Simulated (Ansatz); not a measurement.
# How well the gap of BaSrTi2O6 (perovskite [001] superlattice) can be computed

Wanted: the gap of BaSrTi2O6 (perovskite [001] superlattice) by functionals, hybrids and G0W0, carried to the basis limit, with what remains uncertain.

Main program and level: Ansatz 0.2.0; density functionals, hybrids, G0W0, plane waves, PAW.

## (1) Starting point

The cell holds 20 atoms: 2 Sr, 12 O, 4 Ti and 2 Ba. Cell: a = 3.952 Å, b = 3.952 Å, c = 15.812 Å, α = 90.0°, β = 90.0°, γ = 90.0°. It derives from SrTiO3. Regions: SrTiO3, 10 atoms (2 Sr, 6 O and 2 Ti); BaTiO3, 10 atoms (2 Ba, 6 O and 2 Ti). The structure's axis is c.

The start is a generated structure, not a measured one. Spin-orbit coupling is left out unless a step names it.

## (2) Relaxing the structure

Gaps follow bond lengths, so the structure is brought to rest first.

This step: DFT, PBEsol, plane waves, PAW; PAW set soft_1.

Contents of input.yaml:

```yaml
crystal:
  lattice:
    - [3.9525, 0.0, 0.0]
    - [0.0, 3.9525, 0.0]
    - [0.0, 0.0, 15.812283365]
  atoms:
    - { symbol: Sr, position: [0.0, 0.0, 0.0640019969] }
    - { symbol: O, position: [0.5, 0.5, 0.0640019969] }
    - { symbol: Ti, position: [0.5, 0.5, 0.1859980031] }
    - { symbol: O, position: [0.5, 0.0, 0.1859980031] }
    - { symbol: O, position: [0.0, 0.5, 0.1859980031] }
    - { symbol: Sr, position: [0.0, 0.0, 0.3079940094] }
    - { symbol: O, position: [0.5, 0.5, 0.3079940094] }
    - { symbol: Ti, position: [0.5, 0.5, 0.4299900157] }
    - { symbol: O, position: [0.5, 0.0, 0.4299900157] }
    - { symbol: O, position: [0.0, 0.5, 0.4299900157] }
    - { symbol: Ba, position: [0.0, 0.0, 0.551986022] }
    - { symbol: O, position: [0.5, 0.5, 0.551986022] }
    - { symbol: Ti, position: [0.5, 0.5, 0.6799900157] }
    - { symbol: O, position: [0.5, 0.0, 0.6799900157] }
    - { symbol: O, position: [0.0, 0.5, 0.6799900157] }
    - { symbol: Ba, position: [0.0, 0.0, 0.8079940094] }
    - { symbol: O, position: [0.5, 0.5, 0.8079940094] }
    - { symbol: Ti, position: [0.5, 0.5, 0.9359980031] }
    - { symbol: O, position: [0.5, 0.0, 0.9359980031] }
    - { symbol: O, position: [0.0, 0.5, 0.9359980031] }
kpoints:
  mp_grid: { grid: [6, 6, 2] }
hamiltonian:
  xc: pbesol
  pseudopotentials: { kind: paw, azcp: { folder: soft_1 }, xc_functional: pbe }
scf:
  occupations: { method: fermi_dirac, width: 0.02 }
relax:
  f_tol: 0.015
  max_steps: 100
  cell: {}
output:
  write_density: true
  write_potential: true
  elf: true
  volumetric_format: npy
```

Launch:

```bash
> ansatz run input.yaml --threads 3 --pin off --max-ram 92160MiB --backend cuda --events-out ev --progress --plain --runs-dir out --devices 1 --max-vram 13GiB
```

Numbers of over 12 decimals in the logs are rounded to 6 here.

Output:

```text
GPUs: using 1 of 1 available (devices: 1).
Engine: ansatz 0.2.0, x86_64-unknown-linux-gnu
Pseudopotentials: kind: paw
Pseudopotential: Sr, paw, valence charge 10, recommended cutoff 420 eV (normal), soft_1/Sr.paw.azcp
Pseudopotential: O, paw, valence charge 6, recommended cutoff 420 eV (normal), soft_1/O.paw.azcp
Pseudopotential: Ti, paw, valence charge 12, recommended cutoff 420 eV (normal), soft_1/Ti.paw.azcp
Pseudopotential: Ba, paw, valence charge 10, recommended cutoff 420 eV (normal), soft_1/Ba.paw.azcp
Functional definition: PBEsol
  exchange = pbesol_x
  correlation = pbesol_c
device memory: the entry about to start is reckoned to put 4.8 GiB on a device that reports 40.1 GiB free (of which the cap on the GPU budget leaves the run 13.0 GiB)
GPU FFT provider: cuFFT
GPU libraries: cuBLAS 13.8.2, cuFFT 12.4.0, cuSOLVER 12.3.4
Crystal: 20 atoms, lattice volume = 247.024 Å³
Basis set: ecut = 420 eV, 4877 PW (Γ), exchange–correlation on 54×54×216 points (8 copies of the dense FFT grid, shifted against one another)
Bands: 100, of which v1, the nominal top of the filled ones, is band 80 counted from 1 (79 counted from 0)
Symmetry: 8 space group operations
Space group: P4mm (ITA 99), of the structure as read, at distance tolerance 6.3e-5 Å
k-points: 20 of 72
Non-local potential: Sr, projectors of the file, l = 0: 3, l = 1: 2, l = 2: 2
Non-local potential: O, projectors of the file, l = 0: 2, l = 1: 2, l = 2: 1
Non-local potential: Ti, projectors of the file, l = 0: 3, l = 1: 2, l = 2: 3, l = 3: 1
Non-local potential: Ba, projectors of the file, l = 0: 3, l = 1: 2, l = 2: 2, l = 3: 2
PAW form: soft (Blöchl's): semilocal exchange-correlation on the pseudo side does not see the compensation charge
PAW frozen core: Sr, regenerated for the run's functional, and the local potential with it (the file was generated under x = pbe(κ = 0.804, μ = 0.219515), c = pbe(β = 0.066725))
PAW frozen core: O, regenerated for the run's functional, and the local potential with it (the file was generated under x = pbe(κ = 0.804, μ = 0.219515), c = pbe(β = 0.066725))
PAW frozen core: Ti, regenerated for the run's functional, and the local potential with it (the file was generated under x = pbe(κ = 0.804, μ = 0.219515), c = pbe(β = 0.066725))
PAW frozen core: Ba, regenerated for the run's functional, and the local potential with it (the file was generated under x = pbe(κ = 0.804, μ = 0.219515), c = pbe(β = 0.066725))
PAW one-centre angular grid: Sr, 110 points (default); XC on 64 Gauss nodes
PAW one-centre angular grid: O, 110 points (default); XC on 64 Gauss nodes
PAW one-centre angular grid: Ti, 590 points (default); XC on 64 Gauss nodes
PAW one-centre angular grid: Ba, 194 points (default); XC on 64 Gauss nodes
[...]
E_ewald      = -11422.058492
  E_core_change = 1.552564  (= ΣΔE_core)
  E_smearing   = -0.000000  (= −TS)
  E_closure    = 0.000000  (closes the sum)
  Σ components = -35369.786984   (vs F -35369.786984, Δ=0.00e0)
--- Forces (eV/Å), atoms counted from 1 ---
  atom   1  Sr    -0.00000000     0.00000000     0.00044823
  atom   2  O     -0.00000000     0.00000000     0.00301458
  atom   3  Ti     0.00000000    -0.00000000    -0.00105858
  atom   4  O      0.00000000     0.00000000     0.00070764
  atom   5  O     -0.00000000    -0.00000000     0.00070764
  atom   6  Sr     0.00000000    -0.00000000    -0.00155282
  atom   7  O      0.00000000    -0.00000000    -0.00107075
  atom   8  Ti     0.00000000    -0.00000000    -0.00323660
[...]
atom  17  O      0.00000000    -0.00000000    -0.00561347
  atom  18  Ti    -0.00000000     0.00000000     0.00525104
  atom  19  O      0.00000000     0.00000000    -0.00070337
  atom  20  O     -0.00000000    -0.00000000    -0.00070337
  max |Σ_I F_I| component: 8.10e-7 eV/Å
--- Stress (GPa, compression-positive) ---
       -0.011870       0.000000      -0.000000
        0.000000      -0.011870       0.000000
       -0.000000       0.000000      -0.004969
  P = ⅓ Tr σ = -0.0096 GPa (-0.096 kbar)
--- Band table (eV; the first three rows and the last of 20) ---
  k-point 0: bands = [... 76 lower, 9.6288, 9.7581, 9.8026, 9.8026, 12.0496, 12.1173, 12.1306, 12.2249, ... 16 higher]
  k-point 1: bands = [... 76 lower, 9.7087, 9.7087, 9.7799, 9.7799, 12.0604, 12.0849, 12.1579, 12.2193, ... 16 higher]
  k-point 2: bands = [... 76 lower, 9.3794, 9.4245, 9.5700, 9.6951, 12.3380, 12.6152, 12.6506, 12.6631, ... 16 higher]
  k-point 19: bands = [... 76 lower, 10.1298, 10.1391, 10.1664, 10.2008, 14.0650, 14.0650, 14.0945, 14.0945, ... 16 higher]
--- Relaxed structure (33 steps of the walk, 31 accepted, 3 SCFs on fresh bases) ---
  F+E_penalty+E_count = -35369.78698363 eV   max|allowed force component| = 5.613e-3 eV/Å   (the final SCF, on the basis selected at the relaxed cell)
  cell:  # Å, volume = 244.5706 Å³
    - [3.923018, 0, 0]
    - [0, 3.923018, 0.0]
    - [0, 0.0, 15.891451]
  atoms:
    - { symbol: Sr, position: [0, 0, 0.056563] }
    - { symbol: O, position: [0.500000, 0.500000, 0.062364] }
    - { symbol: Ti, position: [0.500000, 0.500000, 0.178390] }
    - { symbol: O, position: [0.500000, 0, 0.185580] }
    - { symbol: O, position: [0, 0.500000, 0.185580] }
    - { symbol: Sr, position: [0, 0.0, 0.301813] }
    - { symbol: O, position: [0.500000, 0.500000, 0.307680] }
    - { symbol: Ti, position: [0.500000, 0.500000, 0.422981] }
    - { symbol: O, position: [0.500000, 0, 0.428880] }
    - { symbol: O, position: [0, 0.500000, 0.428880] }
    - { symbol: Ba, position: [0, 0, 0.553458] }
    - { symbol: O, position: [0.500000, 0.500000, 0.560056] }
    - { symbol: Ti, position: [0.500000, 0.500000, 0.677667] }
    - { symbol: O, position: [0.500000, 0, 0.685061] }
    - { symbol: O, position: [0, 0.500000, 0.685061] }
    - { symbol: Ba, position: [0, 0.0, 0.808566] }
    - { symbol: O, position: [0.500000, 0.500000, 0.814768] }
    - { symbol: Ti, position: [0.500000, 0.500000, 0.933121] }
    - { symbol: O, position: [0.500000, 0, 0.941705] }
    - { symbol: O, position: [0, 0.500000, 0.941705] }
[key lines of the parts left out:]
SCF converged after 7 iterations
Free energy (F): -35369.786984 eV
Fermi energy:    11.128545 eV
```

Run time: 1.8 min. Hardware: 1 × NVIDIA H100 80GB HBM3 (shared by 6 runs) with 3 threads of AMD EPYC 7R13 (Zen 3), shared host; peak memory 1 GiB.

Relaxation path (22 of 36):

```tsv
step	energy less that of the first step (eV)	largest force component (eV/Å)	pressure (GPa)	volume (Å³)
1	0.0000	1.0222	-2.59	247.02
3	-0.1596	0.0978	0.13	242.95
4	-0.1597	0.0687	0.04	243.08
6	-0.1606	0.0025	0.00	243.13
8*	-0.1521	0.0004	-0.06	243.13
9	-0.1524	0.0015	0.03	243.01
11	-0.1523	0.0003	0.00	243.05
13	-0.1523	0.0001	0.00	243.05
14	-0.1523	0.0001	0.00	243.05
16	-0.1523	0.0007	0.00	243.05
18	-0.1523	0.0016	0.00	243.05
19	-0.1523	0.0025	0.00	243.05
21	-0.1523	0.0056	0.00	243.05
23	-0.1523	0.0129	0.00	243.05
24	-0.1523	0.0194	0.00	243.05
26	-0.1540	0.1218	-0.03	243.22
28	1.1023	6.2496	7.11	244.51
29	-0.0547	1.2119	0.38	243.45
31	-0.1722	0.0756	0.02	244.50
33	-0.1733	0.0063	0.00	244.49
34*	-0.1771	0.0057	0.02	244.49
36*	-0.1771	0.0056	-0.01	244.57
```

Relaxation steps marked * repeat the geometry before them on a plane-wave basis chosen anew for their cell, so energy and pressure can jump there. Other such steps can lie between the rows shown. Relaxation steps 28, 29 were tried and not accepted.

Forces are held to the 8 operations that the run works with; a distortion that breaks them can't arise in this run.

```tsv
cell as run	before	after	change
a (Å)	3.952	3.923	-0.7 %
b (Å)	3.952	3.923	-0.7 %
c (Å)	15.812	15.891	+0.5 %
volume (Å³/atom)	12.35	12.23	-1.0 %
```

The atoms that moved most (Å, as changes of fractional coordinates times the final cell):

```tsv
atom	dx	dy	dz	length
O12	0.000	0.000	0.128	0.128
Ti3	0.000	0.000	-0.121	0.121
Sr1	0.000	0.000	-0.118	0.118
Ti8	0.000	0.000	-0.111	0.111
O17	0.000	0.000	0.108	0.108
Sr6	0.000	0.000	-0.098	0.098
O19	0.000	0.000	0.091	0.091
O20	0.000	0.000	0.091	0.091
```

The relaxed structure:

```cif
data_structure
_symmetry_space_group_name_H-M 'P 1'
_symmetry_Int_Tables_number 1
_cell_length_a 3.9230
_cell_length_b 3.9230
_cell_length_c 15.8915
_cell_angle_alpha 90.000
_cell_angle_beta 90.000
_cell_angle_gamma 90.000
_cell_volume 244.57
loop_
_atom_site_label
_atom_site_type_symbol
_atom_site_fract_x
_atom_site_fract_y
_atom_site_fract_z
_atom_site_occupancy
Sr1 Sr 0.00000 0.00000 0.05656 1
O2 O 0.50000 0.50000 0.06236 1
Ti3 Ti 0.50000 0.50000 0.17839 1
O4 O 0.50000 0.00000 0.18558 1
O5 O 0.00000 0.50000 0.18558 1
Sr6 Sr 0.00000 0.00000 0.30181 1
O7 O 0.50000 0.50000 0.30768 1
Ti8 Ti 0.50000 0.50000 0.42298 1
O9 O 0.50000 0.00000 0.42888 1
O10 O 0.00000 0.50000 0.42888 1
Ba11 Ba 0.00000 0.00000 0.55346 1
O12 O 0.50000 0.50000 0.56006 1
Ti13 Ti 0.50000 0.50000 0.67767 1
O14 O 0.50000 0.00000 0.68506 1
O15 O 0.00000 0.50000 0.68506 1
Ba16 Ba 0.00000 0.00000 0.80857 1
O17 O 0.50000 0.50000 0.81477 1
Ti18 Ti 0.50000 0.50000 0.93312 1
O19 O 0.50000 0.00000 0.94171 1
O20 O 0.00000 0.50000 0.94171 1
```

## (3) PBEsol bands

The cheap functional maps the bands first; the places of the edges decide which points the dearer methods must see.

Contents of input.yaml:

```yaml
crystal:
  lattice:
    - [3.9230183724, 0.0, 0.0]
    - [0.0, 3.9230183724, 0.0]
    - [0.0, 0.0, 15.891451069]
  atoms:
    - { symbol: Sr, position: [0.0, 0.0, 0.056563162] }
    - { symbol: O, position: [0.5, 0.5, 0.0623640627] }
    - { symbol: Ti, position: [0.5, 0.5, 0.1783899353] }
    - { symbol: O, position: [0.5, 0.0, 0.1855802327] }
    - { symbol: O, position: [0.0, 0.5, 0.1855802327] }
    - { symbol: Sr, position: [0.0, 0.0, 0.3018132738] }
    - { symbol: O, position: [0.5, 0.5, 0.3076801959] }
    - { symbol: Ti, position: [0.5, 0.5, 0.4229808387] }
    - { symbol: O, position: [0.5, 0.0, 0.4288802332] }
    - { symbol: O, position: [0.0, 0.5, 0.4288802332] }
    - { symbol: Ba, position: [0.0, 0.0, 0.5534579145] }
    - { symbol: O, position: [0.5, 0.5, 0.560056261] }
    - { symbol: Ti, position: [0.5, 0.5, 0.677666613] }
    - { symbol: O, position: [0.5, 0.0, 0.6850606824] }
    - { symbol: O, position: [0.0, 0.5, 0.6850606824] }
    - { symbol: Ba, position: [0.0, 0.0, 0.8085657876] }
    - { symbol: O, position: [0.5, 0.5, 0.8147682558] }
    - { symbol: Ti, position: [0.5, 0.5, 0.9331207648] }
    - { symbol: O, position: [0.5, 0.0, 0.9417054133] }
    - { symbol: O, position: [0.0, 0.5, 0.9417054133] }
kpoints:
  mp_grid: { grid: [6, 6, 2] }
  band_path:
    path:
      - [[0.0, 0.0, 0.0], [0.0, 0.5, 0.0], [0.5, 0.5, 0.0], [0.0, 0.0, 0.0], [0.0, 0.0, 0.5], [0.0, 0.5, 0.5], [0.5, 0.5, 0.5], [0.0, 0.0, 0.5]]
      - [[0.0, 0.5, 0.0], [0.0, 0.5, 0.5]]
      - [[0.5, 0.5, 0.0], [0.5, 0.5, 0.5]]
    npoints: 10
hamiltonian:
  xc: pbesol
  pseudopotentials: { kind: paw, azcp: { folder: soft_1 }, xc_functional: pbe }
scf:
  occupations: { method: fermi_dirac, width: 0.02 }
  n_extra_bands: 10
output:
  eigenvalues: true
  forces: true
  stress: true
  write_density: true
  write_potential: true
  elf: true
  volumetric_format: npy
```

Output:

```text
[...]
GPUs: using 1 of 1 available (devices: 1).
[...]
GPU FFT provider: cuFFT
GPU libraries: cuBLAS 13.8.2, cuFFT 12.4.0, cuSOLVER 12.3.4
Crystal: 20 atoms, lattice volume = 244.571 Å³
Basis set: ecut = 420 eV, 4821 PW (Γ), exchange–correlation on 54×54×216 points (8 copies of the dense FFT grid, shifted against one another)
Bands: 90, of which v1, the nominal top of the filled ones, is band 80 counted from 1 (79 counted from 0)
Symmetry: 8 space group operations
[...]
k-points: 20 of 72
[...]
GPU buffer pool allocated for 78732 grid points (all kernels)
[...]
SCF iter   1: F=—  HF=-35371.785889 eV  |F-HF|=—  |Δ(HF+E_count)|=         —  Δρ=5.53e-2  dr2=1.18e1  ethr=3.10e-3  ⟨swp⟩=8.0  Hψ=7853  notcnv=0  defer=3
[...]
SCF iter  10: F=-35369.786984 eV  HF=-35369.786984 eV  |F-HF|=5.19e-8  |Δ(HF+E_count)|=   6.57e-8  Δρ=6.19e-6  dr2=8.06e-8  ethr=6.25e-11  ⟨swp⟩=18.0  Hψ=17889  notcnv=0
SCF 1 converged in 10 iterations: F = -35369.786984 eV  dr2 = 8.06e-8
[...]
NSCF: frozen V_eff on 93 k-points
SCF converged after 10 iterations
Free energy (F): -35369.786984 eV
[...]
Internal energy: -35369.786984 eV  (E = F + TS)
E sigma→0 (E₀):  -35369.786984 eV
Fermi energy:    11.128548 eV
[...]
--- Forces (eV/Å), atoms counted from 1 ---
  atom   1  Sr    -0.00000000     0.00000000     0.00035790
  atom   2  O      0.00000000     0.00000000     0.00298276
  atom   3  Ti    -0.00000000     0.00000000    -0.00095312
  atom   4  O      0.00000000     0.00000000     0.00070838
  atom   5  O     -0.00000000     0.00000000     0.00070838
  atom   6  Sr     0.00000000     0.00000000    -0.00149670
  atom   7  O      0.00000000     0.00000000    -0.00098968
  atom   8  Ti     0.00000000     0.00000000    -0.00331245
  atom   9  O      0.00000000     0.00000000     0.00124390
  atom  10  O      0.00000000     0.00000000     0.00124390
  atom  11  Ba     0.00000000     0.00000000    -0.00110694
  atom  12  O     -0.00000000     0.00000000    -0.00069831
  atom  13  Ti    -0.00000000     0.00000000     0.00013675
  atom  14  O     -0.00000000     0.00000000     0.00019526
  atom  15  O      0.00000000     0.00000000     0.00019526
  atom  16  Ba     0.00000000     0.00000000     0.00263359
  atom  17  O     -0.00000000     0.00000000    -0.00564620
  atom  18  Ti     0.00000000     0.00000000     0.00524633
  atom  19  O      0.00000000     0.00000000    -0.00068927
  atom  20  O      0.00000000     0.00000000    -0.00068927
  max |Σ_I F_I| component: 7.05e-5 eV/Å
--- Stress (GPa, compression-positive) ---
       -0.011966       0.000000      -0.000000
        0.000000      -0.011966       0.000000
       -0.000000       0.000000      -0.004969
  P = ⅓ Tr σ = -0.0096 GPa (-0.096 kbar)
--- Band table (eV; the first three rows and the last of 20) ---
  k-point 0: bands = [... 76 lower, 9.6287, 9.7581, 9.8025, 9.8025, 12.0495, 12.1173, 12.1306, 12.2250, ... 6 higher]
  k-point 1: bands = [... 76 lower, 9.7087, 9.7087, 9.7799, 9.7799, 12.0604, 12.0849, 12.1578, 12.2194, ... 6 higher]
  k-point 2: bands = [... 76 lower, 9.3794, 9.4244, 9.5700, 9.6951, 12.3380, 12.6151, 12.6506, 12.6631, ... 6 higher]
  k-point 19: bands = [... 76 lower, 10.1298, 10.1390, 10.1664, 10.2008, 14.0649, 14.0649, 14.0945, 14.0945, ... 6 higher]
```

Elapsed: 19 s, on 1 × NVIDIA H100 80GB HBM3 (shared by 6 runs) with 3 threads; peak memory 1.2 GiB; 33 s of CPU time.

In the SCF lines HF is the Harris–Foulkes energy and dr2 the Hartree energy of the density residual, in eV; the loop may stop once dr2 is under the threshold and the program's other checks hold. Hψ counts applications of the Hamiltonian.

This step gave:

```yaml
pressure: -0.009634 GPa
filled_bands: 80
gap: 1.848 eV
valence_top_at: M
conduction_bottom_at: Γ
least_direct_gap: 2.247 eV
```

The gap is indirect, with the least direct gap 0.40 eV higher.

The electronic bands at the labelled points (eV, zero at the top of the highest nominally filled band):

```tsv
point	band 77	band 78	band 79	band 80	band 81	band 82	band 83	band 84
Γ	-0.57	-0.44	-0.40	-0.40	1.85	1.92	1.93	2.02
halfway	-0.78	-0.75	-0.66	-0.62	2.17	2.87	2.88	2.91
X	-0.87	-0.72	-0.67	-0.18	2.24	3.04	3.06	3.73
halfway	-0.60	-0.59	-0.57	-0.15	2.96	3.47	3.47	3.79
M	-0.08	-0.05	-0.04	0.00	3.80	3.80	4.07	4.07
halfway	-0.74	-0.69	-0.62	-0.58	2.82	3.04	3.27	3.31
Γ	-0.57	-0.44	-0.40	-0.40	1.85	1.92	1.93	2.02
halfway	-0.52	-0.52	-0.41	-0.41	1.85	1.90	1.95	2.02
Z	-0.49	-0.49	-0.42	-0.42	1.86	1.88	1.96	2.02
halfway	-0.87	-0.78	-0.68	-0.65	2.40	2.46	2.89	2.92
R	-1.10	-1.08	-0.39	-0.24	2.46	2.52	3.48	3.68
halfway	-0.62	-0.59	-0.36	-0.23	3.08	3.14	3.80	3.82
A	-0.07	-0.06	-0.04	0.00	3.86	3.86	3.89	3.89
halfway	-0.74	-0.65	-0.64	-0.58	2.94	3.00	3.11	3.14
Z	-0.49	-0.49	-0.42	-0.42	1.86	1.88	1.96	2.02
jump to X	-0.87	-0.72	-0.67	-0.18	2.24	3.04	3.06	3.73
halfway	-0.96	-0.94	-0.49	-0.21	2.31	2.76	3.32	3.73
R	-1.10	-1.08	-0.39	-0.24	2.46	2.52	3.48	3.68
jump to M	-0.08	-0.05	-0.04	0.00	3.80	3.80	4.07	4.07
halfway	-0.07	-0.06	-0.04	0.00	3.82	3.82	3.97	3.97
A	-0.07	-0.06	-0.04	0.00	3.86	3.86	3.89	3.89
```

ELF in the ca plane at fractional y = 0.000, with atoms of Sr and O and Ba within 0.2 Å of it. It is the smooth field of the valence electrons, not physical close to the nuclei.

Values, 6 rows by 16 columns, each cell a mean:
```
0.70 0.71 0.12 0.15 0.70 0.70 0.09 0.24 0.61 0.65 0.19 0.19 0.65 0.62 0.25 0.11
0.32 0.34 0.43 0.47 0.35 0.30 0.49 0.40 0.53 0.49 0.40 0.44 0.48 0.54 0.36 0.52
0.22 0.09 0.70 0.69 0.16 0.14 0.69 0.68 0.11 0.09 0.68 0.68 0.15 0.07 0.66 0.68
0.18 0.09 0.69 0.71 0.14 0.12 0.71 0.66 0.15 0.14 0.67 0.70 0.17 0.13 0.62 0.73
0.50 0.53 0.28 0.31 0.55 0.48 0.31 0.28 0.69 0.66 0.27 0.29 0.65 0.70 0.25 0.33
0.65 0.65 0.14 0.17 0.62 0.67 0.09 0.29 0.49 0.56 0.23 0.22 0.55 0.50 0.30 0.12
```
Columns run along c (15.9 Å), rows up along a (3.9 Å). Atoms in or near the plane, at fractional coordinates: Sr at (0.06, 0.00), O at (0.19, 0.50), Sr at (0.30, 0.00), O at (0.43, 0.50), Ba at (0.55, 0.00), O at (0.69, 0.50), Ba at (0.81, 0.00), O at (0.94, 0.50).

Electrostatic potential energy in the ca plane at fractional y = 0.000, with atoms of Sr and O and Ba within 0.2 Å of it. With pseudopotentials it is smooth inside the atoms' cores, unlike the true potential.

Ten even steps from '0' (-86 eV) to '9' (15 eV), each cell a mean:
```
71004899999600058999986433589999974335799999
86457999999864589999998655799999986557899999
99889999999998899999999888999999998889999999
99999997679999999976899999999767999999998679
99999985468999999755699999998546999999996458
99999996569999999865799999998656999999997568
99999999899999999988999999999989999999999889
98778999999987889999998777899999997778999999
84116899999731279999997544689999975446899999
60003899998500048999986323589999964234799999
```
Columns run along c (15.9 Å; values clipped at the 3rd and 97th percentile), rows up along a (3.9 Å). Atoms in or near the plane, at fractional coordinates: Sr at (0.06, 0.00), O at (0.19, 0.50), Sr at (0.30, 0.00), O at (0.43, 0.50), Ba at (0.55, 0.00), O at (0.69, 0.50), Ba at (0.81, 0.00), O at (0.94, 0.50).

(Continued in part 2 of 2.)

[Paths, hosts, dates, memory and timing lines, banners, echoed tables and standing remarks are left out of the program output.]

[Logs are printed without paths, hosts, clocks, repeated set-up lines and the standing remarks that a program may print on its own settings, such as how far it seeks lower states.]

[Runs of the session that timed out or met a known fault of the program may be left out.]

[Cells called generated may have been cut or substituted from an entry of the Crystallography Open Database or the Materials Project.]

[Hosts, paths, dates, database ids (printed as entryN), source tags and the programs' standing remarks are cut or masked in the printed files.]
